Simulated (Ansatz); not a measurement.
# One crystal, many levels of theory: AlIn2N3 (Cmc2_1), part 2 of 2

Wanted: a ladder of band gaps for AlIn2N3 (Cmc2_1), from density functionals to G0W0.

Ansatz 0.2.0; density functionals, hybrids and G0W0, plane waves, PAW. Known limits of the many-body steps: finite bands, screening cutoff and k mesh; no spin-orbit coupling in G0W0; d shells not analysed.

So far. Step 4 (r2SCAN on the 6×6×4 mesh): Over mesh and listed points the gap is 1.222 eV, direct, at k = Γ. The pressure in this cell is -4 GPa; the cell is kept. r2SCAN against PBE: 1.222 − 0.881 = +0.341 eV. The runs also differ in plane-wave cutoff (420 eV and 500 eV), so how much of this comes from the functional alone is not known. Step 5 (HSE06 on the 6×6×4 mesh): Over mesh and listed points the gap is 1.907 eV, direct, at k = Γ.

### Step 6. G0W0@PBE, 6×6×4 mesh, 920 empty bands, screening to 180 eV, PAW set soft_1 files

G0W0 replaces the xc potential by a self-energy built once from the orbitals of the start. Levels are corrected in the window of bands that the input names, at points of the mesh.

This step: G0W0 on PBE, plane waves, PAW; PAW set soft_1.

input.yaml

```yaml
crystal:
  lattice:
    - [5.1481021059, -2.9628729689, 0.0]
    - [5.1481021059, 2.9628729689, 0.0]
    - [0.0, 0.0, 5.500038]
  atoms:
    - { symbol: Al, position: [0.341243, 0.658757, 0.989218] }
    - { symbol: Al, position: [0.658757, 0.341243, 0.489218] }
    - { symbol: In, position: [0.988295, 0.335413, 0.987121] }
    - { symbol: In, position: [0.664587, 0.011705, 0.987121] }
    - { symbol: In, position: [0.011705, 0.664587, 0.487121] }
    - { symbol: In, position: [0.335413, 0.988295, 0.487121] }
    - { symbol: "N", position: [0.968855, 0.332959, 0.385637] }
    - { symbol: "N", position: [0.667041, 0.031145, 0.385637] }
    - { symbol: "N", position: [0.031145, 0.667041, 0.885637] }
    - { symbol: "N", position: [0.332959, 0.968855, 0.885637] }
    - { symbol: "N", position: [0.368643, 0.631357, 0.337266] }
    - { symbol: "N", position: [0.631357, 0.368643, 0.837266] }
kpoints:
  mp_grid: { grid: [6, 6, 4] }
hamiltonian:
  xc: pbe
  pseudopotentials: { kind: paw, azcp: { folder: soft_1 } }
scf:
  occupations: { method: fixed }
gw:
  n_empty_bands: 920
  ecut_chi: 180.0
  qp_bands: [v4, c4]
  qp_kpoints: band_edges
  screening: { model: contour_deformation }
```

Started as:

```console
$ ansatz run input.yaml --threads 2 --pin off --max-ram 92160MiB --backend cuda --events-out ev --progress --plain --runs-dir out --devices 1 --max-vram 13GiB
```

Numbers of over 12 decimals in the logs are rounded to 6 here.

Log:

```text
GPUs: using 1 of 1 available (devices: 1).
[...]
GPU FFT provider: cuFFT
GPU libraries: cuBLAS 13.8.2, cuFFT 12.4.0, cuSOLVER 12.3.4
Crystal: 12 atoms, lattice volume = 167.786 Å³
Basis set: ecut = 420 eV, 3247 PW (Γ)
Bands: 56, of which v1, the nominal top of the filled ones, is band 44 counted from 1 (43 counted from 0)
Symmetry: 4 space group operations
[...]
k-points: 39 of 144 (time reversal used)
[...]
0    48     13.9614    -6.6974    -4.2979   -11.1063  0.7913    14.0728    14.0724  root
[...]
37    45     12.3645   -11.4038    -4.1841   -16.0185  0.7513    12.8027    12.7951  root
    37    46     12.4515    -9.2651    -4.2705   -13.8320  0.7822    12.7507    12.7479  root
    37    47     12.4600   -10.3945    -4.1475   -14.9015  0.7645    12.8243    12.8195  root
    37    48     13.6791    -7.6738    -4.4237   -12.3133  0.7831    13.8964    13.8949  root
[key lines of the parts left out:]
SCF converged after 9 iterations
Free energy (F): -25775.091800 eV
Fermi energy:    8.622197 eV
```

Run time: 14 min. Hardware: 1 × NVIDIA H100 80GB HBM3 (shared by 6 runs) with 2 threads of AMD EPYC 7R13 (Zen 3), shared host; peak memory 9.1 GiB.

Numbers from this step:

```
bands summed                                    : 964
RPA ε∞ on this mesh (eigenvalues)               : 7.282, 7.312, 7.498
plane waves in the screening matrix             : 925
G0W0 gap over the corrected points              : 1.634 eV
k of the valence top                            : 0, 0, 0
k of the conduction bottom                      : 0, 0, 0
starting gap on the mesh                        : 0.8805 eV
Z at the valence top                            : 0.7338
Z at the conduction bottom                      : 0.7784
least direct G0W0 gap over the corrected points : 1.634 eV
```

Over 33 of 39 irreducible mesh points the G0W0 gap is 1.634 eV, direct, at k = Γ. The PBE gap of this run on the mesh is 0.881 eV. The two states that bound the G0W0 gap lie that far apart at the start, so the correction of the gap is 1.634 − 0.881 = +0.753 eV.

### Step 7. The ladder

Each gap is the least one over the points named; times are wall times on shared hosts, not benchmarks. A G0W0 time includes the run's own self-consistent start. Runs with listed points see these and the mesh alone, so an edge that moves elsewhere is missed. Rows marked * are further runs, not shown as steps, whose inputs differ from the G0W0 step on the same start in the columns given; solver thresholds can differ too.

| level | mesh | files, cutoff | bands summed, screening | points | gap (eV) | valence top | conduction bottom | least direct gap (eV) | time |
| --- | --- | --- | --- | --- | --- | --- | --- | --- | --- |
| PBE | 6×6×4 | soft_1 PAW, 420 eV | - | mesh and path | 0.881 | Γ | Γ | 0.881 | 11 s |
| PBE+SOC | 6×6×4 | soft_1 PAW, 420 eV | - | mesh and listed points | 0.882 | Γ | Γ | 0.882 | 18 s |
| r2SCAN | 6×6×4 | soft_1 PAW, 500 eV | - | mesh and listed points | 1.222 | Γ | Γ | 1.222 | 12 s |
| HSE06 | 6×6×4 | soft_1 PAW, 420 eV | - | mesh and listed points | 1.907 | Γ | Γ | 1.907 | 2.2 min |
| G0W0@PBE* | 6×6×4 | soft_1 PAW, 420 eV | 195, 54 eV | 33 of 39 irreducible mesh points | 1.347 | Γ | Γ | 1.347 | 2.4 min |
| G0W0@PBE* | 6×6×4 | soft_1 PAW, 420 eV | 471, 108 eV | 33 of 39 irreducible mesh points | 1.563 | Γ | Γ | 1.563 | 5.9 min |
| G0W0@PBE | 6×6×4 | soft_1 PAW, 420 eV | 964, 180 eV | 33 of 39 irreducible mesh points | 1.634 | Γ | Γ | 1.634 | 14 min |
| G0W0@PBE* | 3×3×2 | soft_1 PAW, 420 eV | 471, 108 eV | 7 of 8 irreducible mesh points | 1.425 | Γ | Γ | 1.425 | 26 s |

### Step 8. Outcome

| Quantity | Value |
| --- | --- |
| PBE, over mesh and path | 0.881 eV |
| PBE+SOC, over mesh and listed points | 0.882 eV |
| r2SCAN, over mesh and listed points | 1.222 eV |
| HSE06, over mesh and listed points | 1.907 eV |
| G0W0@PBE (964 bands, 6×6×4), over 33 of 39 irreducible mesh points | 1.634 eV |
| known limits | finite bands, screening cutoff and k mesh; no spin-orbit coupling in G0W0; d shells not analysed |

**Reading.** The rows run from 0.881 eV (PBE) to 1.907 eV (HSE06). They differ in mesh, plane-wave cutoff, bands and screening cutoff of G0W0 and the points over which the gap was sought as well as in level, so only pairs that share these are like for like. PBE+SOC against PBE: 0.882 − 0.881 = +0.001 eV, with the same mesh, set of files (read in its fully relativistic form for the spin-orbit run) and cutoff, and both edges at the same k points. The spin-orbit run sees mesh and listed points alone, so its gap is an upper bound: the coupling can move an edge off these points, the more so as this crystal has no centre of inversion, and the change over the zone, its sign included where it is small, is not known. HSE06 against PBE: 1.907 − 0.881 = +1.026 eV, with the same mesh, files and cutoff, and both edges at the same k points. G0W0@PBE (964 bands, 6×6×4) moves the gap of its own start on the mesh by 1.634 − 0.881 = +0.753 eV, between the same two levels. Both edges that PBE shows over mesh and path lie at k points where levels were corrected. Levels at other points were not corrected, so a lower G0W0 gap elsewhere in the zone is not ruled out. What spin-orbit coupling does to the G0W0 levels was not computed, so no sum with the G0W0 gap is formed. For G0W0@PBE: from 195 bands and 54 eV to 964 bands and 180 eV the gap moves by 1.634 − 1.347 = +0.287 eV (rung by rung 1.347, 1.563, 1.634 eV); bands and screening cutoff rise together, so their parts are not told apart. A line in one over the bands through the two highest rungs gives 1.634 + (1.634 − 1.563) × 471 / (964 − 471) = 1.702 eV, and through the pair below 1.563 + (1.563 − 1.347) × 195 / (471 − 195) = 1.716 eV. The two agree within 0.03 eV and the same two states bound the gap in each rung, so 1.702 eV is taken as an estimate of the limit on this mesh. With the 3×3×2 mesh in place of the 6×6×4 mesh and all else as in the G0W0@PBE row with 471 bands, the gap differs by 1.425 − 1.563 = −0.138 eV, and that of the start by 0.879 − 0.881 = −0.002 eV. The G0W0 runs are scalar-relativistic. One-shot GW is known to converge slowly in bands for compounds with shallow d shells. The cell holds In; the filling of the d shell and its place against the gap were not analysed here. G0W0 is shown with one set of atomic data (soft_1 PAW), so the error from the files is not known here. Failed or unusable runs of this series, left out of the table: G0W0@HSE06 (6×6×4 mesh, soft_1 PAW files, 420 eV, 920 empty bands) reached its time limit after 11 min.

[Paths, hosts, dates, memory and timing lines, banners, echoed tables and standing remarks are left out of the program output.]

[Logs are printed without paths, hosts, clocks, repeated set-up lines and the standing remarks that a program may print on its own settings, such as how far it seeks lower states.]

[Runs of the session that timed out or met a known fault of the program may be left out.]

[Cells called generated may have been cut or substituted from an entry of the Crystallography Open Database or the Materials Project.]

[Hosts, paths, dates, database ids (printed as entryN), source tags and the programs' standing remarks are cut or masked in the printed files.]

[Where an RPA ε∞ is given, it is that of the G0W0 mesh and is not shown converged in it. Names of k-points follow the symmetry that the program found, which can be lower than the space group named. Band edges on a path are those of the sampled points; other points can move an edge, and change direct to indirect where valleys lie close.]

[Hybrid gaps are those of their k-mesh and are not shown converged in it.]
